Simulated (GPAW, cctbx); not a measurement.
# Cu2Rh2Au: what bonding does to one electron reflection, worked out

Cu2Rh2Au, P-3m1 (no. 164), a = 4.1871 Å, b = 4.1871 Å, c = 5.1255 Å, α = 90.00°, β = 90.00°, γ = 120.00°.

| atom | mult. | x | y | z |
| --- | --- | --- | --- | --- |
| Au1 | 1 | 0 | 0 | 0 |
| Rh1 | 2 | 1/3 | 2/3 | 0.6321 |
| Cu1 | 2 | 1/3 | 2/3 | 0.1502 |

The start was made by putting kin elements into a known structure type; the compound need not exist, or be stable, in this form.

A DFT run (GPAW, PBE, 450 eV, 7×7×5 k-points (along the axes of the calculation cell), Fermi–Dirac width 0.1 eV) gives the static X-ray structure factor of 001 as 50.289 e for the conventional cell; superposed free atoms give 50.485 e. **Problem.** Find the Fourier component V of the crystal potential and the two-beam extinction distance at 120 kV in both cases, then the holographic phase shift per nanometre.

## Step 1: Geometry

The cell volume is Ω = 77.82 Å³ and d(001) = 5.1255 Å, so g = 1/d = 0.1951 Å⁻¹.

## Step 2: The nuclei

Electrons feel nuclei as well as electrons, so the nuclear charges are summed with the same phases.

Phase sums Σ exp(2πi h·x), turned so that the total is real and positive: Au +1.000, Rh -1.350, Cu +1.174. Then F_Z = 79 × (+1.000) + 45 × (-1.350) + 29 × (+1.174) = 52.30 e. The electron term has the same sign for this reflection.

## Step 3: Mott–Bethe

Poisson's equation, term by term, gives V = (e/4πε₀)(F_Z − F)/(πΩg²), with e/4πε₀ = 14.3996 V Å.

The prefactor is 14.3996 × 5.1255²/(π × 77.82) = 1.54731 V per electron. Free atoms: (52.30 − 50.485) × 1.54731 = 2.808 V. Crystal: (52.30 − 50.289) × 1.54731 = 3.112 V. F changes by -0.39 % and V by +10.8 %: the same 0.20 e is measured against F_Z − F = 1.8 e in place of F = 50.5 e.

## Step 4: Extinction distance

In the two-beam case ξ = 1/(λU) with U = 2γm₀eV/h², that is ξ = 150.41 V Å²/(γλV).

At 120 kV, λ = 0.03349 Å and γ = 1.2348. Free atoms: ξ = 1295 Å. Crystal: ξ = 1169 Å. The thickness fringes go as sin²(πt/ξ), so the two patterns slip by a quarter of a period when t|1/ξ₁ − 1/ξ₀| = 1/4, at t ≈ 300 nm. Thermal motion, absorption and many-beam coupling, left out here, change a real pattern.

## Step 5: Phase shift

A slab run (normal [001], unrelaxed) gives a mean inner potential of 22.44 V; free atoms give 24.58 V. The phase shift is φ = C_E V₀ t, with C_E = (2π/λE)(E + m₀c²)/(E + 2m₀c²).

C_E = 8.638 × 10⁻³ rad/(V nm). The shift is 0.1939 rad/nm in the crystal and 0.2123 rad/nm for free atoms. A sample 50 nm thick gives φ = 9.69 rad; read with the free-atom value it would seem 45.7 nm thick.

## Step 6: Answer

V(001) is 3.11 V against 2.81 V, and ξ is 1169 against 1295 Å. The phase shift is 0.194 rad/nm, and free atoms would misjudge a thickness by -9 %. Limits: static atoms, two beams.
